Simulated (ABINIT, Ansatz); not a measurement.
```cif
data_knamg2f6
_symmetry_space_group_name_H-M 'P4/mmm'
_symmetry_Int_Tables_number 123
_cell_length_a 4.0076
_cell_length_b 4.0076
_cell_length_c 7.9949
_cell_angle_alpha 90.000
_cell_angle_beta 90.000
_cell_angle_gamma 90.000
_cell_volume 128.40
loop_
_atom_site_label
_atom_site_type_symbol
_atom_site_symmetry_multiplicity
_atom_site_Wyckoff_symbol
_atom_site_fract_x
_atom_site_fract_y
_atom_site_fract_z
_atom_site_occupancy
K1 K 1 d 0.50000 0.50000 0.50000 1
Na1 Na 1 c 0.50000 0.50000 0.00000 1
Mg1 Mg 2 g 0.00000 0.00000 0.24663 1
F1 F 4 i 0.50000 0.00000 0.24352 1
F2 F 1 a 0.00000 0.00000 0.00000 1
F3 F 1 b 0.00000 0.00000 0.50000 1
_calc_subject 'KNaMg2F6 (P4/mmm): one start, several treatments of the self-energy'
_calc_method 'RPA screening on LDA, plane waves, norm-conserving pseudopotentials (and 3 further levels or steps)'
_calc_program 'ABINIT 10.8.3'
_calc_settings 'cutoff 38 Ha, PseudoDojo scalar-relativistic 0.4.1 standard, norm-conserving, ngkpt (2, 2, 1), nband 125, ecuteps 4.2 Ha, gwcalctyp 2, nfreqre 16, nfreqim 8, inclvkb 2, freqremax 40 eV, spmeth 1, nomegasf 120, shiftk (0, 0, 0), symchi 1, awtr 1, frequency cd, 2×2×1 k-mesh'
_calc_notes 'The program’s warnings: Min real frequency set to default [Ha] = and nproc spkpt=  >= nkpt= * nsppol=. The cell and positions are those that the Materials Project relaxed with its own functionals (PBE, PBE+U or r2SCAN), kept fixed. The 2×2×1 mesh is coarse for this cell, which bears on the long-range parts of exchange and screening.'
_calc_g0w0_godby_needs_plasmon_pole '10.624 eV'
_calc_g0w0_hybertsen_louie_plasmon_pole '11.177 eV'
_calc_g0w0_von_der_linden_horsch_plasmon_pole '10.846 eV'
_calc_one_shot_hartree_fock '19.014 eV'
_calc_g0w0_contour_deformation '10.586 eV'
_calc_known_limits 'short of the basis limit; coarse k mesh'
```

[Long decimals in the printed logs are rounded to 6 places.]

[Logs are printed without paths, hosts, clocks, repeated set-up lines and the standing remarks that a program may print on its own settings, such as how far it seeks lower states.]

[Paths, hosts, dates, memory and timing lines, banners, echoed tables and standing remarks are left out of the program output; an Ansatz launch command may be rebuilt from the run's recorded settings. Measured values are a selection of at most five: reports struck by readers or far from the other reports are left out. None is set beside runs whose start may be inverted or whose files or cutoffs have a known fault.]

[Runs of the session that timed out or met a known fault of the program may be left out.]

[Hosts, paths, dates, database ids (printed as entryN), source tags and the programs' standing remarks are cut or masked in the printed files.]

[G0W0 gaps are taken among the corrected bands and points alone; a level outside them can change the order at an edge.]

[Where Ansatz stands beside ABINIT at settings called matched, ABINIT's density can come from a denser mesh and the files from another edition; pairs whose starting gaps differed by over 0.03 eV were left out, so agreement reads better than it is.]
